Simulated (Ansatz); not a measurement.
Reflectivity of Zn (P6_3/mmc) at normal incidence (Ansatz, r2SCAN, independent particles, without spin-orbit coupling, line width 0.1 eV (Gaussian), carrier damping 0.1 eV):

```tsv
E (eV)	R (%)
1.00	91.2
1.25	45.5
1.50	67.8
1.75	74.9
2.00	78.1
2.25	83.2
2.50	85.4
2.75	86.3
3.00	86.9
3.25	87.3
3.50	87.7
3.75	87.9
4.00	88.2
4.25	88.3
4.50	88.5
4.75	88.6
5.00	88.6
```

Problem. What colour would a polished face show in daylight?

Solution. Near white: CIE x = 0.305, y = 0.325, luminous reflectivity 83 % under D65, from the mean over the axes.

[Logs are printed without paths, hosts, clocks, repeated set-up lines and the standing remarks that a program may print on its own settings, such as how far it seeks lower states.]
